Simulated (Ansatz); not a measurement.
# Ir-Ag-Ir stack of (100) layers: lattice stability ahead of a resistivity run

Question: is the lattice of Ir-Ag-Ir stack of (100) layers stable, and if so, what are its coupling constant and resistivity?

Method: DFT PBE, scalar-relativistic, plane waves, PAW; PAW set soft_1, in Ansatz 0.2.0.

## Step 1: The starting structure

The cell holds 3 atoms: 2 Ir and 1 Ag. Cell: a = 2.892 Å, b = 2.892 Å, c = 15.090 Å, α = 90.0°, β = 90.0°, γ = 90.0°. Vacuum lies along c.

## Step 2: Relaxing cell and atoms

The structure is brought to rest under this functional.

The input, input.yaml:

```yaml
crystal:
  lattice:
    - [2.89207, 0.0, 0.0]
    - [0.0, 2.89207, 0.0]
    - [0.0, 0.0, 15.09]
  atoms:
    - { symbol: Ir, position: [0.0, 0.0, 0.36447979] }
    - { symbol: Ag, position: [0.5, 0.5, 0.5] }
    - { symbol: Ir, position: [0.0, 0.0, 0.63552021] }
  periodic: [true, true, false]
kpoints:
  mp_grid: { grid: [10, 10, 1] }
hamiltonian:
  xc: pbe
  pseudopotentials: { kind: paw, azcp: { folder: soft_1 } }
scf:
  occupations: { method: gaussian, width: 0.1 }
output:
  forces: true
  stress: true
  eigenvalues: true
  write_density: true
  write_potential: true
  elf: true
  volumetric_format: npy
relax:
  adjacent_minimum: "off"
  f_tol: 0.005
  max_steps: 80
  cell: { stress_2d_tol: 0.02 }
```

Run with:

```console
$ ansatz run input.yaml --threads 8 --pin off --max-ram 20480MiB --backend cpu --events-out ev --progress --plain --runs-dir out
```

Numbers of over 12 decimals in the logs are rounded to 6 here.

What it wrote:

```text
Warning: crystal.periodic: the lattice vector that does not repeat stood 0.000° off the slab's normal, 15.090 Å along it as the deck builds it. The run solves the slab on a vector along the normal, 31.980 Å long, with every atom where it was (on the deck's vector they left 11.00 Å outside them, and the widest stretch free of ions among them is 2.04 Å). A fractional position that the run reports is one of the run's ce [...]
crystal.periodic: the lattice vector that does not repeat stood 0.000° off the slab's normal, 15.090 Å along it as the deck builds it. The run solves the slab on a vector along the normal, 31.980 Å long, with every atom where it was (on the deck's vector they left 11.00 Å outside them, and the widest stretch free of ions among them is 2.04 Å). A fractional position that the run reports is one of the run's cell, which [...]
Engine: ansatz 0.2.0, aarch64-unknown-linux-gnu
Pseudopotentials: kind: paw
Pseudopotential: Ir, paw, valence charge 17, recommended cutoff 420 eV (normal), soft_1/Ir.paw.azcp
Pseudopotential: Ag, paw, valence charge 19, recommended cutoff 420 eV (normal), soft_1/Ag.paw.azcp
Functional definition: PBE
  parameter kappa = 0.804
  parameter beta = 0.066725
  exchange = pbe_x(kappa = kappa, mu = beta*pi^2/3)
  correlation = pbe_c(beta = beta)
Crystal: 3 atoms, lattice volume = 267.483 Å³
Basis set: ecut = 420 eV, 5191 PW (Γ), exchange–correlation on 40×40×432 points (8 copies of the dense FFT grid, shifted against one another)
Bands: 32, of which v1, the nominal top of the filled ones, is band 27 counted from 1 (26 counted from 0)
Symmetry: 16 space group operations
Space group: P4/mmm (ITA 123), of the structure as read, at distance tolerance 6.4e-5 Å
k-points: 21 of 100
Non-local potential: Ir, projectors of the file, l = 0: 3, l = 1: 2, l = 2: 2, l = 3: 1
Non-local potential: Ag, projectors of the file, l = 0: 3, l = 1: 2, l = 2: 2, l = 3: 1
PAW form: soft (Blöchl's): semilocal exchange-correlation on the pseudo side does not see the compensation charge
PAW one-centre angular grid: Ir, 590 points (default); XC on 64 Gauss nodes
PAW one-centre angular grid: Ag, 590 points (default); XC on 64 Gauss nodes
Initial density: superposition of atomic densities (neutral atoms: chi_scale 0, normalization atom)
Initial wavefunctions: pseudopotential atomic-orbital guess
Functional: x = pbe(κ = 0.804, μ = 0.219515), c = pbe(β = 0.066725)
SCF iter   1: F=—  HF=-31461.010136 eV  |F-HF|=—  |Δ(HF+E_count)|=         —  Δρ=5.67e-2  dr2=1.55e1  ethr=3.10e-3  ⟨swp⟩=14.4  Hψ=4754  notcnv=0
preconditioner: auto → LDOS  [metal: Δε(μ)=0.007 eV  Ē_g=5.462 eV  σ=0.100 eV  W_gap=0.04  n_scr=20 (ndim 8)  ℏωp=12.2 eV  f_vac=0.742  D(μ)=7.94/eV (n_scr^D=58)  β→1.0]
SCF iter   2: F=—  HF=-31460.453613 eV  |F-HF|=—  |Δ(HF+E_count)|=   5.57e-1  Δρ=2.72e-2  dr2=1.01e1  ethr=3.10e-3  ⟨swp⟩=3.4  Hψ=1649  notcnv=0  defer=12
SCF iter   3: F=—  HF=-31459.811699 eV  |F-HF|=—  |Δ(HF+E_count)|=   6.42e-1  Δρ=2.77e-2  dr2=3.48e0  ethr=3.10e-3  ⟨swp⟩=3.5  Hψ=1653  notcnv=0  defer=12
SCF iter   4: F=—  HF=-31459.439601 eV  |F-HF|=—  |Δ(HF+E_count)|=   3.72e-1  Δρ=8.57e-3  dr2=5.82e-1  ethr=3.10e-3  ⟨swp⟩=2.3  Hψ=1212  notcnv=0  defer=13
SCF iter   5: F=—  HF=-31459.385670 eV  |F-HF|=—  |Δ(HF+E_count)|=   5.39e-2  Δρ=2.52e-3  dr2=2.46e-2  ethr=1.10e-3  ⟨swp⟩=3.1  Hψ=1212  notcnv=0  defer=13
SCF iter   6: F=—  HF=-31459.382055 eV  |F-HF|=—  |Δ(HF+E_count)|=   3.62e-3  Δρ=1.19e-3  dr2=2.37e-3  ethr=4.64e-5  ⟨swp⟩=3.1  Hψ=1473  notcnv=0  defer=13
SCF iter   7: F=—  HF=-31459.382154 eV  |F-HF|=—  |Δ(HF+E_count)|=   9.88e-5  Δρ=2.06e-4  dr2=2.35e-4  ethr=4.48e-6  ⟨swp⟩=3.6  Hψ=1485  notcnv=0  defer=13
SCF iter   8: F=—  HF=-31459.382138 eV  |F-HF|=—  |Δ(HF+E_count)|=   1.54e-5  Δρ=6.78e-5  dr2=8.93e-6  ethr=4.44e-7  ⟨swp⟩=3.5  Hψ=1406  notcnv=0  defer=13
SCF iter   9: F=—  HF=-31459.382118 eV  |F-HF|=—  |Δ(HF+E_count)|=   2.02e-5  Δρ=2.01e-5  dr2=1.25e-6  ethr=1.68e-8  ⟨swp⟩=3.6  Hψ=1474  notcnv=0  defer=13
iter 10 did not close the SCF: its close was put off until two iterations running show no level that it waits for move by more than its bar (scf_convergence_deferred on its scf_iter line)
SCF iter  10: F=-31459.382121 eV  HF=-31459.382121 eV  |F-HF|=1.67e-7  |Δ(HF+E_count)|=   2.91e-6  Δρ=4.33e-6  dr2=5.58e-8  ethr=1.89e-10  ⟨swp⟩=24.9  Hψ=8286  notcnv=0
iter 11 did not close the SCF: its close was put off until two iterations running show no level that it waits for move by more than its bar (scf_convergence_deferred on its scf_iter line)
SCF iter  11: F=-31459.382121 eV  HF=-31459.382121 eV  |F-HF|=2.78e-8  |Δ(HF+E_count)|=   1.73e-7  Δρ=1.19e-6  dr2=2.84e-9  ethr=1.05e-10  ⟨swp⟩=12.2  Hψ=5911  notcnv=0
SCF iter  12: F=-31459.382121 eV  HF=-31459.382121 eV  |F-HF|=2.78e-9  |Δ(HF+E_count)|=   2.65e-8  Δρ=2.15e-7  dr2=1.23e-10  ethr=5.37e-12  ⟨swp⟩=10.2  Hψ=5417  notcnv=0
SCF 1 converged in 12 iterations: F = -31459.382121 eV  dr2 = 1.23e-10
  greatest PAW one-centre occupation: 1.002 electrons in one spin orbital (limit 2), on the Ag atom at site 1 (counted from 0), in its partial waves of l = 0
relax step   1: F+E_penalty+E_count = -31459.38212112 eV  Δ(F+E_penalty+E_count) = +0.000e0 eV  max|allowed force component| = 3.795e-1 eV/Å  Δτ_max = 0.0000 Å  P = -19.738 N/m  Ω = 267.483 Å³  fix = [c, alpha, beta]  reactions: c -0.000 N/m  (12 SCF iters, dr2 threshold 1.00e-7 eV, accepted)
Crystal: 3 atoms, lattice volume = 241.525 Å³
Basis set: ecut = 420 eV, 4831 PW (Γ), exchange–correlation on 40×40×432 points (8 copies of the dense FFT grid, shifted against one another)
Initial density: handed on by an earlier stage of this run
Initial wavefunctions: those handed on with the density
iter 1 solved again at ethr=3.00e-4 eV; its pass at ethr=3.10e-3 eV (dr2=1.59e-1 eV) is discarded
SCF iter   1: F=—  HF=-31460.214345 eV  |F-HF|=—  |Δ(HF+E_count)|=         —  Δρ=6.14e-3  dr2=1.61e-1  ethr=3.00e-4  ⟨swp⟩=2.2  Hψ=5407  notcnv=0
preconditioner: auto → LDOS  [metal: Δε(μ)=0.021 eV  Ē_g=6.499 eV  σ=0.100 eV  W_gap=0.12  n_scr=20 (ndim 8)  ℏωp=12.9 eV  f_vac=0.748  D(μ)=5.07/eV (n_scr^D=18)  β→1.0]
SCF iter   2: F=—  HF=-31460.193003 eV  |F-HF|=—  |Δ(HF+E_count)|=   2.13e-2  Δρ=2.95e-3  dr2=4.42e-2  ethr=3.00e-4  ⟨swp⟩=2.6  Hψ=1289  notcnv=0
SCF iter   3: F=—  HF=-31460.189075 eV  |F-HF|=—  |Δ(HF+E_count)|=   3.93e-3  Δρ=2.39e-3  dr2=1.54e-2  ethr=8.34e-5  ⟨swp⟩=2.9  Hψ=1563  notcnv=0  defer=7
SCF iter   4: F=—  HF=-31460.185494 eV  |F-HF|=—  |Δ(HF+E_count)|=   3.58e-3  Δρ=7.65e-4  dr2=2.11e-3  ethr=2.91e-5  ⟨swp⟩=3.0  Hψ=1300  notcnv=0  defer=7
[...]
SCF iter   8: F=-31460.649458 eV  HF=-31460.649458 eV  |F-HF|=2.80e-7  |Δ(HF+E_count)|=   1.17e-6  Δρ=7.04e-6  dr2=7.34e-8  ethr=5.66e-10  ⟨swp⟩=27.0  Hψ=8591  notcnv=0
SCF 3 converged in 8 iterations: F = -31460.649458 eV  dr2 = 7.34e-8
relax step   3: F+E_penalty+E_count = -31460.64945819 eV  Δ(F+E_penalty+E_count) = -4.642e-1 eV  max|allowed force component| = 6.494e-1 eV/Å  Δτ_max = 0.1476 Å  P = +0.381 N/m  Ω = 217.601 Å³  energy of the carried Pulay correction = +4.482e-3 eV  fix = [c, alpha, beta]  reactions: c +0.000 N/m  (8 SCF iters, dr2 threshold 3.00e-7 eV, accepted)
[...]
relax step   4: F+E_penalty+E_count = -31460.74691636 eV  Δ(F+E_penalty+E_count) = -9.746e-2 eV  max|allowed force component| = 1.701e-1 eV/Å  Δτ_max = 0.1566 Å  P = +3.944 N/m  Ω = 209.272 Å³  energy of the carried Pulay correction = +5.370e-3 eV  fix = [c, alpha, beta]  reactions: c +0.000 N/m  (8 SCF iters, dr2 threshold 3.00e-7 eV, accepted)
[...]
relax step   5: F+E_penalty+E_count = -31460.75994129 eV  Δ(F+E_penalty+E_count) = -1.302e-2 eV  max|allowed force component| = 5.868e-2 eV/Å  Δτ_max = 0.0341 Å  P = -1.047 N/m  Ω = 212.898 Å³  energy of the carried Pulay correction = +4.978e-3 eV  fix = [c, alpha, beta]  reactions: c -0.000 N/m  (7 SCF iters, dr2 threshold 3.00e-7 eV, accepted)
[...]
relax step   6: F+E_penalty+E_count = -31460.76140736 eV  Δ(F+E_penalty+E_count) = -1.466e-3 eV  max|allowed force component| = 3.556e-3 eV/Å  Δτ_max = 0.0103 Å  P = -0.049 N/m  Ω = 212.205 Å³  energy of the carried Pulay correction = +5.052e-3 eV  fix = [c, alpha, beta]  reactions: c -0.000 N/m  (6 SCF iters, dr2 threshold 3.00e-7 eV, accepted)
[...]
relax step   7: F+E_penalty+E_count = -31460.76141452 eV  Δ(F+E_penalty+E_count) = -7.158e-6 eV  max|allowed force component| = 6.000e-5 eV/Å  Δτ_max = 0.0007 Å  P = +0.001 N/m  Ω = 212.176 Å³  energy of the carried Pulay correction = +5.055e-3 eV  fix = [c, alpha, beta]  reactions: c +0.000 N/m  (6 SCF iters, dr2 threshold 3.04e-9 eV, accepted)
Basis set: ecut = 420 eV, 4199 PW (Γ), exchange–correlation on 36×36×432 points (8 copies of the dense FFT grid, shifted against one another)
Initial wavefunctions: pseudopotential atomic-orbital guess (no wavefunctions were taken with the density)
iter 1 solved again at ethr=1.30e-6 eV; its pass at ethr=3.10e-3 eV (dr2=6.91e-4 eV) is discarded
SCF iter   1: F=—  HF=-31460.756345 eV  |F-HF|=—  |Δ(HF+E_count)|=         —  Δρ=2.52e-4  dr2=2.11e-5  ethr=1.30e-6  ⟨swp⟩=5.1  Hψ=7933  notcnv=0
preconditioner: auto → LDOS  [metal: Δε(μ)=0.007 eV  Ē_g=6.915 eV  σ=0.100 eV  W_gap=0.04  n_scr=22 (ndim 8)  ℏωp=13.7 eV  f_vac=0.728  D(μ)=5.49/eV (n_scr^D=22)  β→1.0]
SCF iter   2: F=—  HF=-31460.756349 eV  |F-HF|=—  |Δ(HF+E_count)|=   3.61e-6  Δρ=9.75e-5  dr2=1.40e-5  ethr=3.97e-8  ⟨swp⟩=3.9  Hψ=1738  notcnv=0
SCF iter   3: F=—  HF=-31460.756334 eV  |F-HF|=—  |Δ(HF+E_count)|=   1.42e-5  Δρ=2.51e-5  dr2=4.56e-6  ethr=2.65e-8  ⟨swp⟩=2.7  Hψ=1465  notcnv=0
SCF iter   4: F=—  HF=-31460.756501 eV  |F-HF|=—  |Δ(HF+E_count)|=   1.67e-4  Δρ=1.15e-5  dr2=6.73e-7  ethr=8.60e-9  ⟨swp⟩=3.6  Hψ=1378  notcnv=0
SCF iter   5: F=—  HF=-31460.756501 eV  |F-HF|=—  |Δ(HF+E_count)|=   5.13e-8  Δρ=6.95e-6  dr2=4.54e-7  ethr=1.27e-9  ⟨swp⟩=3.5  Hψ=1428  notcnv=0
SCF iter   6: F=—  HF=-31460.756501 eV  |F-HF|=—  |Δ(HF+E_count)|=   7.78e-8  Δρ=1.55e-6  dr2=1.04e-8  ethr=8.57e-10  ⟨swp⟩=2.9  Hψ=973  notcnv=0
SCF iter   7: F=—  HF=-31460.756501 eV  |F-HF|=—  |Δ(HF+E_count)|=   2.87e-8  Δρ=6.39e-7  dr2=1.15e-9  ethr=1.96e-11  ⟨swp⟩=3.9  Hψ=1708  notcnv=0
SCF iter   8: F=—  HF=-31460.756501 eV  |F-HF|=—  |Δ(HF+E_count)|=   2.66e-9  Δρ=1.70e-7  dr2=7.82e-11  ethr=2.18e-12  ⟨swp⟩=4.2  Hψ=1538  notcnv=0
SCF iter   9: F=-31460.756501 eV  HF=-31460.756501 eV  |F-HF|=2.55e-10  |Δ(HF+E_count)|=  4.40e-10  Δρ=2.14e-8  dr2=5.97e-13  ethr=1.00e-12  ⟨swp⟩=15.0  Hψ=5826  notcnv=0
SCF 8 converged in 9 iterations: F = -31460.756501 eV  dr2 = 5.97e-13
relax step   8: F+E_penalty+E_count = -31460.75650129 eV  Δ(F+E_penalty+E_count) = +4.913e-3 eV  max|allowed force component| = 3.064e-4 eV/Å  Δτ_max = 0.0000 Å  P = -0.012 N/m  Ω = 212.176 Å³  fix = [c, alpha, beta]  reactions: c -0.000 N/m  stress off target by 1.18e-2 N/m on what of the cell is left free  SCF on the basis re-selected at this cell (its energy is not comparable with the rows above)  (9 SCF iters)
basis re-selected at this cell: Δ(F+E_penalty+E_count) = +4.913e-3 eV, ΔP = -0.012 N/m vs the last step (what re-selecting the basis moved, of the pressure what is left beyond the Pulay correction that the steps carried, after the strain that the cell walked since its last selection, with what the two solves' SCF thresholds leave and, on support functions, any second-order correction that the steps lacked; it is no measure of the basis error at this ecutwfc). The dense FFT grid was sized anew with the basis: this SCF ran on 18×18×216 points, the steps before it on 20×20×216, so part of this shift can come from that change (see relax.cell in the input reference). [rest of the remark cut]
WARN: The input density's exchange-correlation potential varies sharply where the density is thin. Do not read a vacuum level from v_tot or v_xc, or from such a field of the output density. On a cell that repeats whose density bears no net charge and no dipole along the vacuum's axis use v_es (v_loc + v_h of the components); under efield.dipole_correction with no amplitude use v_es + v_field, which holds any external [...]
SCF converged after 9 iterations
Free energy (F): -31460.756501 eV
Harris-Foulkes:  -31460.756501 eV  (|F-HF|=2.55e-10)
Internal energy: -31460.729022 eV  (E = F + TS)
E sigma→0 (E₀):  -31460.742762 eV
Entropy (-TS):   -0.027479 eV (-9.160 meV/atom)
Fermi energy:    -5.850496 eV
--- Per-component energies (eV) ---
  E_band       = -1876.272246
  E_kinetic    = 1544.219175
  E_local      = -226384.359692  (includes V_loc(G=0)·N_el)
  E_nonlocal   = 414.312354
  E_hartree    = 112160.579122
  E_xc         = -615.880380
  E_vxc        = -709.628466  (∫ρ·V_xc dr)
  E_paw        = -22486.210515  (= ΣΔE_a)
  E_vpaw       = -1061.974966  (= ΣTr[D̂ρ^β])
  E_aug_tail   = 0.001121  (compensation charges beyond the density's cutoff)
  E_ewald      = 103906.609793
  E_smearing   = -0.027479  (= −TS)
  E_closure    = -0.000000  (closes the sum)
  Σ components = -31460.756501   (vs F -31460.756501, Δ=0.00e0)
--- Forces (eV/Å), atoms counted from 1 ---
  atom   1  Ir     0.00000000     0.00000000    -0.00030635
  atom   2  Ag    -0.00000000     0.00000000     0.00000000
  atom   3  Ir     0.00000000     0.00000000     0.00030635
  max |Σ_I F_I| component: 1.26e-29 eV/Å
--- 2D stress c σ (N/m, compression-positive) ---
       -0.011819      -0.000000      -0.000000
       -0.000000      -0.011819       0.000000
       -0.000000       0.000000      -0.000000
  P = ½ c Tr σ = -0.0118 N/m
--- Band table (eV; the first three rows and the last of 21) ---
  k-point 0: bands = [... 23 lower, -6.5973, -5.6794, -5.6794, -5.4527, -5.4527, -5.2204, -4.3211, -4.3147, ... 1 higher]
  k-point 1: bands = [... 23 lower, -7.0269, -6.6219, -5.6268, -5.4327, -5.3474, -4.6246, -4.6186, -3.9764, ... 1 higher]
  k-point 2: bands = [... 23 lower, -7.6614, -7.3942, -5.5057, -5.4005, -5.3483, -5.3028, -4.7837, -2.5363, ... 1 higher]
  k-point 20: bands = [... 23 lower, -6.2218, -5.7935, -2.2885, -2.2884, -0.7873, -0.7873, 1.6758, 1.6758, ... 1 higher]
--- Relaxed structure (7 steps of the walk, 7 accepted, 1 SCFs on fresh bases) ---
  F+E_penalty+E_count = -31460.75650129 eV   max|allowed force component| = 3.064e-4 eV/Å   (the final SCF, on the basis selected at the relaxed cell)
  cell:  # Å, volume = 212.1762 Å³
    - [2.575782, 0, 0]
    - [0, 2.575782, 0]
    - [0, 0, 31.9799998756]
  atoms:
    - { symbol: Ir, position: [0, 0, 0.162982] }
    - { symbol: Ag, position: [0.500000, 0.500000, 0.235929] }
    - { symbol: Ir, position: [0, 0, 0.308876] }
```

Elapsed: 18 s, on 8 threads of Arm Neoverse V1, shared host; peak memory 0.8 GiB.

Relaxation path:

```tsv
step	energy less that of the first step (eV)	largest force component (eV/Å)	volume (Å³)
1	0.0000	0.3795	267.48
2	-0.8032	0.6018	241.52
3	-1.2673	0.6494	217.60
4	-1.3648	0.1701	209.27
5	-1.3778	0.0587	212.90
6	-1.3793	0.0036	212.20
7	-1.3793	0.0001	212.18
8*	-1.3744	0.0003	212.18
```

Relaxation steps marked * repeat the geometry before them on a plane-wave basis chosen anew for their cell, so energy and pressure can jump there.

Forces are held to the 16 operations that the run works with; a distortion that breaks them can't arise in this run.

```tsv
cell as run	before	after	change
a (Å)	2.892	2.576	-10.9 %
b (Å)	2.892	2.576	-10.9 %
```

The atoms that moved most (Å, along periodic axes as changes of fractional coordinates times the final cell, across vacuum about the mean position):

```tsv
atom	dx	dy	dz	length
Ir1	0.000	0.000	-0.288	0.288
Ir3	0.000	0.000	0.288	0.288
```

The relaxed structure:

```xyz
3
Lattice="2.5758 0.0000 0.0000 0.0000 2.5758 0.0000 0.0000 0.0000 31.9800" Properties=species:S:1:pos:R:3
Ir    0.0000    0.0000    5.2122
Ag    1.2879    1.2879    7.5450
Ir    0.0000    0.0000    9.8778
```

This step gave:

* metallic on mesh: yes
* gap on the k-mesh: 0 eV

ELF in the ca plane at fractional y = 1.000, with atoms of Ir within 0.2 Å of it. It is the smooth field of the valence electrons, not physical close to the nuclei.

Ten even steps from '0' (0.00) to '9' (0.59), each cell a mean:
```
00000000134689899653223469989864310000000000
00000000124568986542222456898654210000000000
00000000123456664432222344566543210000000000
00000000013566555432222345555653200000000000
00000000023555554432222344555553200000000000
00000000123457875432222345787544210000000000
00000000134589998643222468999854310000000000
00000000135699789753223579979965310000000000
```
Columns run along c (16.0 Å, from fractional 0.00 to 0.50 of the cell), rows up along a (2.6 Å). Atoms in or near the plane, at fractional coordinates: Ir at (0.16, 0.00), Ir at (0.31, 0.00).

Valence density in the ca plane at fractional y = 1.000, with atoms of Ir within 0.2 Å of it. It is the smooth field of the valence electrons, not physical close to the nuclei.

Ten steps, logarithmic in the rise over the least value, from '0' (0.0 e/Å³) to '9' (9.6 e/Å³), each cell a mean:
```
00000000001369997422112247999731000000000000
00000000001257885322222235787531000000000000
00000000001235554222222223565321000000000000
00000000000123443222332223343311000000000000
00000000000234443222332223454321000000000000
00000000001246775322222235676421000000000000
00000000001368997422222246898631000000000000
00000000001379997422112247999741000000000000
```
Columns run along c (16.0 Å, from fractional 0.00 to 0.50 of the cell), rows up along a (2.6 Å). Atoms in or near the plane, at fractional coordinates: Ir at (0.16, 0.00), Ir at (0.31, 0.00).

Electrostatic potential energy in the ca plane at fractional y = 1.000, with atoms of Ir within 0.2 Å of it. With pseudopotentials it is smooth inside the atoms' cores, unlike the true potential.

Values in eV, 5 rows by 16 columns, each cell a mean:
```
  0   0   0  -1 -32 -67 -12  -4  -5 -53 -51  -3   0   0   0   0
  0   0   0  -1 -12 -29  -6  -7  -5 -22 -20  -2   0   0   0   0
  0   0   0  -1  -6 -12  -5  -8  -5 -10  -9  -1   0   0   0   0
  0   0   0  -1 -19 -46  -8  -5  -5 -35 -33  -2   0   0   0   0
  0   0   0  -1 -37 -72 -14  -3  -5 -59 -57  -4   0   0   0   0
```
Columns run along c (16.0 Å, from fractional 0.00 to 0.50 of the cell; values clipped at the 3rd and 97th percentile), rows up along a (2.6 Å). Atoms in or near the plane, at fractional coordinates: Ir at (0.16, 0.00), Ir at (0.31, 0.00).

The relaxation ends with a largest force component of 3.1e-4 eV/Å.

[end of part 1 of 3]

[Logs are printed without paths, hosts, clocks, repeated set-up lines and the standing remarks that a program may print on its own settings, such as how far it seeks lower states.]

[Hosts, paths, dates, database ids (printed as entryN), source tags and the programs' standing remarks are cut or masked in the printed files.]
